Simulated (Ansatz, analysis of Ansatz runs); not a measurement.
# NV- centre in diamond: hyperfine coupling against experiment

Aim: the hyperfine coupling of the NV- centre in diamond, to be set beside the measurement. Set-up: PBE, 64-site cell, measured lattice, 420 eV, k: the single point 1/4 1/4 1/4 then 2x2x2 shifted 0.5 0.5 0.5. The model is a cell of 64 host atoms with 1 site emptied and N put on another atom's site. The isotropic coupling follows from the spin density at the nucleus, the nuclear g-factor and the total spin. The measured lattice removes the functional's error in the volume.

**The experiment.** 14N, isotropic: -2.51 MHz at 300 K, by EPR (room temperature) (“Hyperfine interaction in the ground state of the negatively charged nitrogen vacancy center in diamond”, 2009, S. Felton et al.).

Program: Ansatz 0.2.0. Level of theory: plane-wave PAW DFT, PBE; relaxation of all atoms of a defect supercell. Results are calculated unless marked as measured.

### 1. The structure

The cell holds 63 atoms: 62 C and 1 N. Its edges and angles: a = 7.133 Å, b = 7.133 Å, c = 7.133 Å, α = 90.0°, β = 90.0°, γ = 90.0°. It derives from C (space group Fd-3m). Nearest the centre at fractional (0.375, 0.375, 0.375): C26 at 1.54 Å, C48 at 1.54 Å, C41 at 1.54 Å, N4 at 1.54 Å, C13 at 2.52 Å, C14 at 2.52 Å, C6 at 2.52 Å, C7 at 2.52 Å. The cell carries charge −1.

The host's primitive cell comes from a first run (plane-wave PAW DFT, PBE; relaxation of the host's atoms at the measured cell): vectors of 2.522, 2.522 and 2.522 Å. That is 5.67 Å³ an atom. The supercell is built on it.

### 2. Relaxation, charge −1

Every later number rests on the structure around the defect, so the atoms are relaxed at the host's lattice first.

The input, relax/input.yaml:

```yaml
relax:
  f_tol: 0.02
  max_steps: 80
  random_displacement: { amplitude: 0.02, seed: 308 }
crystal:
  lattice:
    - [7.13348, 0.0, 0.0]
    - [0.0, 7.13348, 0.0]
    - [0.0, 0.0, 7.13348]
  atoms:
    - { symbol: C, position: [0.0, 0.0, 0.25] }
    - { symbol: C, position: [0.0, 0.25, 0.0] }
    - { symbol: C, position: [0.25, 0.0, 0.0] }
    - { symbol: "N", position: [0.25, 0.25, 0.25] }
    - { symbol: C, position: [0.125, 0.125, 0.375] }
    - { symbol: C, position: [0.125, 0.375, 0.125] }
    - { symbol: C, position: [0.375, 0.125, 0.125] }
    - { symbol: C, position: [0.0, 0.0, 0.75] }
    - { symbol: C, position: [0.0, 0.25, 0.5] }
    - { symbol: C, position: [0.25, 0.0, 0.5] }
    - { symbol: C, position: [0.25, 0.25, 0.75] }
    - { symbol: C, position: [0.125, 0.125, 0.875] }
    - { symbol: C, position: [0.125, 0.375, 0.625] }
    - { symbol: C, position: [0.375, 0.125, 0.625] }
    - { symbol: C, position: [0.375, 0.375, 0.875] }
    - { symbol: C, position: [0.0, 0.5, 0.25] }
    - { symbol: C, position: [0.0, 0.75, 0.0] }
    - { symbol: C, position: [0.25, 0.5, 0.0] }
    - { symbol: C, position: [0.25, 0.75, 0.25] }
    - { symbol: C, position: [0.125, 0.625, 0.375] }
    - { symbol: C, position: [0.125, 0.875, 0.125] }
    - { symbol: C, position: [0.375, 0.625, 0.125] }
    - { symbol: C, position: [0.375, 0.875, 0.375] }
    - { symbol: C, position: [0.0, 0.5, 0.75] }
    - { symbol: C, position: [0.0, 0.75, 0.5] }
    - { symbol: C, position: [0.25, 0.5, 0.5] }
    - { symbol: C, position: [0.25, 0.75, 0.75] }
    - { symbol: C, position: [0.125, 0.625, 0.875] }
    - { symbol: C, position: [0.125, 0.875, 0.625] }
    - { symbol: C, position: [0.375, 0.625, 0.625] }
    - { symbol: C, position: [0.375, 0.875, 0.875] }
    - { symbol: C, position: [0.5, 0.0, 0.25] }
    - { symbol: C, position: [0.5, 0.25, 0.0] }
    - { symbol: C, position: [0.75, 0.0, 0.0] }
    - { symbol: C, position: [0.75, 0.25, 0.25] }
    - { symbol: C, position: [0.625, 0.125, 0.375] }
    - { symbol: C, position: [0.625, 0.375, 0.125] }
    - { symbol: C, position: [0.875, 0.125, 0.125] }
    - { symbol: C, position: [0.875, 0.375, 0.375] }
    - { symbol: C, position: [0.5, 0.0, 0.75] }
    - { symbol: C, position: [0.5, 0.25, 0.5] }
    - { symbol: C, position: [0.75, 0.0, 0.5] }
    - { symbol: C, position: [0.75, 0.25, 0.75] }
    - { symbol: C, position: [0.625, 0.125, 0.875] }
    - { symbol: C, position: [0.625, 0.375, 0.625] }
    - { symbol: C, position: [0.875, 0.125, 0.625] }
    - { symbol: C, position: [0.875, 0.375, 0.875] }
    - { symbol: C, position: [0.5, 0.5, 0.25] }
    - { symbol: C, position: [0.5, 0.75, 0.0] }
    - { symbol: C, position: [0.75, 0.5, 0.0] }
    - { symbol: C, position: [0.75, 0.75, 0.25] }
    - { symbol: C, position: [0.625, 0.625, 0.375] }
    - { symbol: C, position: [0.625, 0.875, 0.125] }
    - { symbol: C, position: [0.875, 0.625, 0.125] }
    - { symbol: C, position: [0.875, 0.875, 0.375] }
    - { symbol: C, position: [0.5, 0.5, 0.75] }
    - { symbol: C, position: [0.5, 0.75, 0.5] }
    - { symbol: C, position: [0.75, 0.5, 0.5] }
    - { symbol: C, position: [0.75, 0.75, 0.75] }
    - { symbol: C, position: [0.625, 0.625, 0.875] }
    - { symbol: C, position: [0.625, 0.875, 0.625] }
    - { symbol: C, position: [0.875, 0.625, 0.625] }
    - { symbol: C, position: [0.875, 0.875, 0.875] }
total_charge: -1
basis:
  ecutwfc: 420
  xc_grid: 2
hamiltonian:
  xc: pbe
kpoints:
  mp_grid: { grid: [1, 1, 1], shift: [0.25, 0.25, 0.25] }
magnetization:
  spin_polarized: true
  initial_magnetization: 2
  spin_locking: { lock_magnetization: hard }
scf:
  occupations: { method: fermi_dirac, width: 0.01 }
  max_iter: 120
output:
  forces: true
checkpoint:
  write: "../relax.run"
  compress: false
  write_wavefunctions: true
  write_every: 100000
```

The run is started by

```console
ansatz run input.yaml --threads 2 --pin off --max-ram 3768MiB --backend cpu --events-out ev --progress --plain --runs-dir out
```

Numbers of over 12 decimals in the logs are rounded to 6 here.

Log:

```text
[... repeated set-up lines and file paths are left out, and long positions are rounded to six places ...]
Engine: ansatz 0.2.0, x86_64-unknown-linux-gnu
Pseudopotentials: kind: paw
Pseudopotential: C, paw, valence charge 4, recommended cutoff 420 eV (normal), C.paw.azcp
Pseudopotential: N, paw, valence charge 5, recommended cutoff 420 eV (normal), N.paw.azcp
Functional definition: PBE
  parameter kappa = 0.804
  parameter beta = 0.066725
  exchange = pbe_x(kappa = kappa, mu = beta*pi^2/3)
  correlation = pbe_c(beta = beta)
Crystal: 63 atoms, lattice volume = 362.998 Å³
Basis set: ecut = 420 eV, 7123 PW (Γ), exchange–correlation on 96×96×96 points (8 copies of the dense FFT grid, shifted against one another)
Bands: 191, of which v1, the nominal top of the filled ones, is band 127 counted from 1 (126 counted from 0)
Symmetry: 1 space group operations
k-points: 1
Non-local potential: C, projectors of the file, l = 0: 2, l = 1: 2, l = 2: 1
Non-local potential: N, projectors of the file, l = 0: 2, l = 1: 2, l = 2: 1
PAW form: soft (Blöchl's): semilocal exchange-correlation on the pseudo side does not see the compensation charge
PAW one-centre angular grid: C, 110 points (default); XC on 64 Gauss nodes
PAW one-centre angular grid: N, 110 points (default); XC on 64 Gauss nodes
Initial density: superposition of atomic densities (chi_scale 0.1, normalization cell, long waves kept (reshape's long-wave potential 0.21 eV rms))
Starting moments: Σ|m| = 2 μB on 63 of 63 sites
Initial wavefunctions: pseudopotential atomic-orbital guess
Functional: x = pbe(κ = 0.804, μ = 0.219515), c = pbe(β = 0.066725)
SCF iter   1: F=—  HF=-15927.788708 eV  |F-HF|=—  |Δ(HF+E_count)|=         —  Δρ=7.11e-2 (↑7.11e-2 ↓6.97e-2)  dr2=5.08e1  dr2_m=6.59e-1  M=2.000 μB ∫|m|=2.002 μB  β_m=0.30  ethr=3.10e-3  ⟨swp⟩=6.0  Hψ=1530  notcnv=0  defer=73
preconditioner: auto → Resta (q_TF=auto, 2.571 Å⁻¹)  ε∞=4.4  [insulator: Δε(μ)=1.010 eV  Ē_g=16.901 eV  σ=0.010 eV  W_gap=1.00  n_scr=92 (ndim 8)  ℏωp=31.1 eV  f_vac=0.000  D(μ)=0.00/eV (n_scr^D=0)  ε∞_Penn≈4.4]
spin=Collinear: Resta preconditioning applied to the charge; magnetization (m = ρ↑ − ρ↓) channel mixes plain (no charge-response kernel on spin).
SCF iter   2: F=—  HF=-15920.579121 eV  |F-HF|=—  |Δ(HF+E_count)|=    7.21e0  Δρ=5.17e-2 (↑5.17e-2 ↓5.09e-2)  dr2=2.71e1  dr2_m=3.58e-1  M=2.000 μB ∫|m|=2.011 μB  β_m=0.65  ethr=3.10e-3  ⟨swp⟩=3.0  Hψ=711  notcnv=0  defer=111
SCF iter   3: F=—  HF=-15912.388243 eV  |F-HF|=—  |Δ(HF+E_count)|=    8.19e0  Δρ=4.34e-3 (↑4.34e-3 ↓4.30e-3)  dr2=1.48e-1  dr2_m=6.85e-4  M=2.000 μB ∫|m|=2.135 μB  β_m=0.72  ethr=3.10e-3  ⟨swp⟩=3.5  Hψ=560  notcnv=0  defer=111
SCF iter   4: F=—  HF=-15912.506189 eV  |F-HF|=—  |Δ(HF+E_count)|=   1.18e-1  Δρ=1.96e-3 (↑1.96e-3 ↓1.96e-3)  dr2=3.22e-2  dr2_m=1.27e-4  M=2.000 μB ∫|m|=2.157 μB  β_m=0.76  ethr=5.82e-5  ⟨swp⟩=3.0  Hψ=705  notcnv=0  defer=111
SCF iter   5: F=—  HF=-15912.526109 eV  |F-HF|=—  |Δ(HF+E_count)|=   1.99e-2  Δρ=4.61e-4 (↑4.54e-4 ↓4.61e-4)  dr2=1.75e-3  dr2_m=1.32e-5  M=2.000 μB ∫|m|=2.167 μB  β_m=0.77  ethr=1.27e-5  ⟨swp⟩=3.0  Hψ=560  notcnv=0  defer=111
SCF iter   6: F=—  HF=-15912.528143 eV  |F-HF|=—  |Δ(HF+E_count)|=   2.03e-3  Δρ=9.36e-5 (↑9.36e-5 ↓8.49e-5)  dr2=6.65e-5  dr2_m=1.66e-6  M=2.000 μB ∫|m|=2.171 μB  β_m=0.82  ethr=6.89e-7  ⟨swp⟩=2.0  Hψ=542  notcnv=0  defer=111
SCF iter   7: F=-15912.528235 eV  HF=-15912.528232 eV  |F-HF|=3.11e-6  |Δ(HF+E_count)|=   8.93e-5  Δρ=3.02e-5 (↑2.54e-5 ↓3.02e-5)  dr2=5.75e-6  dr2_m=2.12e-7  M=2.000 μB ∫|m|=2.172 μB  ethr=3.94e-9  ⟨swp⟩=4.0  Hψ=1001  notcnv=0
SCF 1 converged in 7 iterations: F = -15912.528235 eV  dr2 = 5.75e-6
  greatest PAW one-centre occupation: 0.794 electrons in one spin orbital (limit 2), on the N atom at site 3 (counted from 0), in its partial waves of l = 0
relax step   1: F+E_penalty+E_count = -15912.52823529 eV  Δ(F+E_penalty+E_count) = +0.000e0 eV  max|allowed force component| = 2.002e0 eV/Å  Δτ_max = 0.0000 Å  (7 SCF iters, dr2 threshold 1.00e-5 eV, accepted)
[... the SCF cycles and remarks between the steps are left out from here to the last step ...]
relax step   2: F+E_penalty+E_count = -15913.47454692 eV  Δ(F+E_penalty+E_count) = -9.463e-1 eV  max|allowed force component| = 1.077e0 eV/Å  Δτ_max = 0.0959 Å  (6 SCF iters, dr2 threshold 1.00e-4 eV, accepted)
relax step   3: F+E_penalty+E_count = -15913.68686893 eV  Δ(F+E_penalty+E_count) = -2.123e-1 eV  max|allowed force component| = 7.350e-1 eV/Å  Δτ_max = 0.0523 Å  (5 SCF iters, dr2 threshold 7.24e-5 eV, accepted)
relax step   4: F+E_penalty+E_count = -15913.72442379 eV  Δ(F+E_penalty+E_count) = -3.755e-2 eV  max|allowed force component| = 3.823e-2 eV/Å  Δτ_max = 0.0194 Å  (4 SCF iters, dr2 threshold 1.00e-4 eV, accepted)
relax step   5: F+E_penalty+E_count = -15913.72442532 eV  Δ(F+E_penalty+E_count) = -1.522e-6 eV  max|allowed force component| = 3.838e-2 eV/Å  Δτ_max = 0.0000 Å  (4 SCF iters, accepted)
SCF iter   1: F=—  HF=-15913.724088 eV  |F-HF|=—  |Δ(HF+E_count)|=         —  Δρ=1.20e-4 (↑1.20e-4 ↓1.16e-4)  dr2=1.08e-4  dr2_m=1.86e-6  M=2.000 μB ∫|m|=2.218 μB  β_m=0.30  ethr=4.16e-7  ⟨swp⟩=4.0  Hψ=890  notcnv=0  defer=114
SCF iter   2: F=—  HF=-15913.724074 eV  |F-HF|=—  |Δ(HF+E_count)|=   1.34e-5  Δρ=8.18e-5 (↑8.18e-5 ↓7.91e-5)  dr2=4.43e-5  dr2_m=1.02e-6  M=2.000 μB ∫|m|=2.218 μB  β_m=0.57  ethr=4.25e-8  ⟨swp⟩=2.0  Hψ=445  notcnv=0  defer=114
SCF iter   3: F=—  HF=-15913.724657 eV  |F-HF|=—  |Δ(HF+E_count)|=   5.83e-4  Δρ=1.43e-5 (↑1.43e-5 ↓1.40e-5)  dr2=1.23e-6  dr2_m=4.80e-8  M=2.000 μB ∫|m|=2.218 μB  β_m=0.61  ethr=1.75e-8  ⟨swp⟩=2.0  Hψ=441  notcnv=0  defer=114
iter 4 did not close the SCF: its close was put off for a magnetic moment that had not settled (scf_convergence_deferred on its scf_iter line)
SCF iter   4: F=-15913.724657 eV  HF=-15913.724657 eV  |F-HF|=1.36e-9  |Δ(HF+E_count)|=   3.24e-9  Δρ=2.97e-6 (↑2.83e-6 ↓2.97e-6)  dr2=7.01e-8  dr2_m=3.08e-9  M=2.000 μB ∫|m|=2.218 μB  β_m=0.76  ethr=3.94e-11  ⟨swp⟩=3.0  Hψ=1186  notcnv=0
SCF iter   5: F=-15913.724657 eV  HF=-15913.724657 eV  |F-HF|=5.13e-10  |Δ(HF+E_count)|=   1.59e-8  Δρ=6.87e-7 (↑6.87e-7 ↓6.85e-7)  dr2=5.47e-9  dr2_m=1.80e-10  M=2.000 μB ∫|m|=2.218 μB  ethr=2.76e-11  ⟨swp⟩=2.0  Hψ=915  notcnv=0
SCF 6 converged in 5 iterations: F = -15913.724657 eV  dr2 = 5.47e-9
relax step   6: F+E_penalty+E_count = -15913.72465741 eV  Δ(F+E_penalty+E_count) = -2.321e-4 eV  max|allowed force component| = 5.679e-3 eV/Å  Δτ_max = 0.0014 Å  (5 SCF iters, accepted)
NSCF: frozen V_eff on 1 k-points
the band table was solved once a step of the walk had ended and its energy, with any forces and stress, was formed, with the checks that follow a solve (1804 applications of the Hamiltonian). They found nothing against the state; [...]
SCF converged after 5 iterations
Magnetization: 2.0000 μB (128.0000 up, 126.0000 down)
Absolute magnetization: 2.2185 μB (∫|ρ↑−ρ↓|, with the PAW one-centre terms)
Spin contamination: 0.0078 ħ² per cell (⟨S²⟩ above its minimum at these occupations)
Per-site moments (μB) at R_I (Å): [(0.00163969, 0.631961), (0.00163927, 0.631948), (0.00163929, 0.631956), [... 60 left out ...]
Free energy (F): -15913.724657 eV
Harris-Foulkes:  -15913.724657 eV  (|F-HF|=5.13e-10)
Internal energy: -15913.724657 eV  (E = F + TS)
E sigma→0 (E₀):  -15913.724657 eV
Fermi energy:    15.320749 (↑ 16.316530, ↓ 14.716075) eV
--- Per-component energies (eV) ---
  E_band       = 1033.649983
  E_kinetic    = 5871.848124
  E_local      = -4171.744655  (includes V_loc(G=0)·N_el)
  E_nonlocal   = 1703.623234
  E_hartree    = 950.480083
  E_xc         = -3089.423292
  E_vxc        = -3837.601911  (∫ρ·V_xc dr)
  E_paw        = -6280.090691  (= ΣΔE_a)
  E_vpaw       = -433.436119  (= ΣTr[D̂ρ^β])
  E_aug_tail   = 0.000643  (compensation charges beyond the density's cutoff)
  E_ewald      = -10898.418104
  E_smearing   = -0.000000  (= −TS)
  E_closure    = 0.000000  (closes the sum)
  E_deformation_potential = -21.193767  (in the stress; not in F)
  Σ components = -15913.724657   (vs F -15913.724657, Δ=0.00e0)
--- Forces (eV/Å), atoms counted from 1 ---
  atom   1  C      0.00175264     0.00046570     0.00012949
  atom   2  C      0.00050582     0.00023147     0.00062600
  [... 1 atom left out ...]
  atom   4  N     -0.00567841    -0.00554710     0.00037676
  atom   5  C     -0.00319455    -0.00048869     0.00422423
  atom   6  C     -0.00068783     0.00091603    -0.00247743
  atom   7  C      0.00498193    -0.00003278    -0.00449822
  [... 5 atoms left out ...]
  atom  13  C      0.00037321     0.00176358     0.00007996
  [... 2 atoms left out ...]
  atom  16  C      0.00195276    -0.00002130     0.00055289
  [... 5 atoms left out ...]
  atom  22  C      0.00066357     0.00015622    -0.00098667
  [... 3 atoms left out ...]
  atom  26  C     -0.00090242     0.00052963     0.00115710
  [... 14 atoms left out ...]
  atom  41  C      0.00178152    -0.00060196     0.00120505
  [... 6 atoms left out ...]
  atom  48  C      0.00156556     0.00024480    -0.00047626
  [... 15 atoms left out ...]
  max |Σ_I F_I| component: 4.25e-5 eV/Å
--- Band table (eV) ---
  k-point 0 ↑: bands = ["-8.2348", "-7.2590", "-6.9629", "-6.9628", [... 183 left out ...] "22.8492", "23.2875", "23.2875", "23.4145"]
  k-point 0 ↓: bands = ["-8.2164", "-7.2391", "-6.9345", "-6.9344", [... 183 left out ...] "22.9050", "23.3734", "23.3734", "23.5056"]
--- Relaxed structure (6 steps of the walk, 6 accepted, 0 SCFs on fresh bases) ---
  F+E_penalty+E_count = -15913.72465741 eV   max|allowed force component| = 5.679e-3 eV/Å
  atoms:
    - { symbol: C, position: [-0.001337, -0.001070, 0.249460] }
    - { symbol: C, position: [-0.001334, 0.249776, -0.001387] }
    [... 1 atom left out ...]
    - { symbol: N, position: [0.239486, 0.239752, 0.239412] }
    - { symbol: C, position: [0.125754, 0.126009, 0.369071] }
    - { symbol: C, position: [0.125743, 0.369405, 0.125691] }
    - { symbol: C, position: [0.369127, 0.126006, 0.125697] }
    [... 5 atoms left out ...]
    - { symbol: C, position: [0.127691, 0.376637, 0.623064] }
    [... 2 atoms left out ...]
    - { symbol: C, position: [0.001994, 0.498021, 0.251047] }
    [... 5 atoms left out ...]
    - { symbol: C, position: [0.376376, 0.623384, 0.127641] }
    [... 3 atoms left out ...]
    - { symbol: C, position: [0.244222, 0.508968, 0.508650] }
    [... 14 atoms left out ...]
    - { symbol: C, position: [0.508700, 0.244482, 0.508651] }
    [... 6 atoms left out ...]
    - { symbol: C, position: [0.508703, 0.508972, 0.244165] }
    [... 15 atoms left out ...]
```

Elapsed: 45 s, on 2 threads of Intel Xeon Platinum 8375C at 2.90GHz (Ice Lake), shared host; peak memory 1.1 GiB; 85 s of CPU time.

Step by step:

```csv
step,energy less that of the first step (eV),largest force component (eV/Å)
1,0.0000,2.0016
2,-0.9463,1.0766
3,-1.1586,0.7350
4,-1.1962,0.0382
5,-1.1962,0.0384
6,-1.1964,0.0057
```

The atoms that moved most (Å, from the sites as typed, ahead of the random displacement):

```csv
atom,dx,dy,dz,length
N4,-0.075,-0.075,-0.075,0.130
C48,0.062,0.062,-0.041,0.097
C26,-0.041,0.062,0.062,0.097
C41,0.062,-0.041,0.062,0.097
C5,0.006,0.006,-0.042,0.042
C7,-0.042,0.006,0.006,0.042
C6,0.006,-0.042,0.006,0.042
C22,0.010,-0.013,0.019,0.026
```

Neighbours of the ideal centre at the end:

```csv
atom,distance (Å)
C41,1.639
C26,1.641
C48,1.641
N4,1.674
C14,2.497
C36,2.498
C13,2.499
C37,2.499
C20,2.500
C22,2.501
C5,2.514
C7,2.514
C6,2.515
C45,2.518
C30,2.519
C52,2.520
```

Numbers from this step:

* free energy: -15913.7247 eV
* total moment: 2 μB
* integral of the absolute spin density: 2.218 μB
* spin contamination: 0.007753

The relaxation ends 19 meV an atom lower than the displaced start, with a largest force component of 0.0057 eV/Å.

(Part 1 of 2 ends here.)

[Logs are printed without paths, hosts, clocks, repeated set-up lines and the standing remarks that a program may print on its own settings, such as how far it seeks lower states.]

[Hosts, paths, dates, database ids (printed as entryN), source tags and the programs' standing remarks are cut or masked in the printed files.]

[For some hosts the program warned that the k-mesh of the response run may be too coarse for force constants and the static dielectric constant; such warnings are not shown here.]
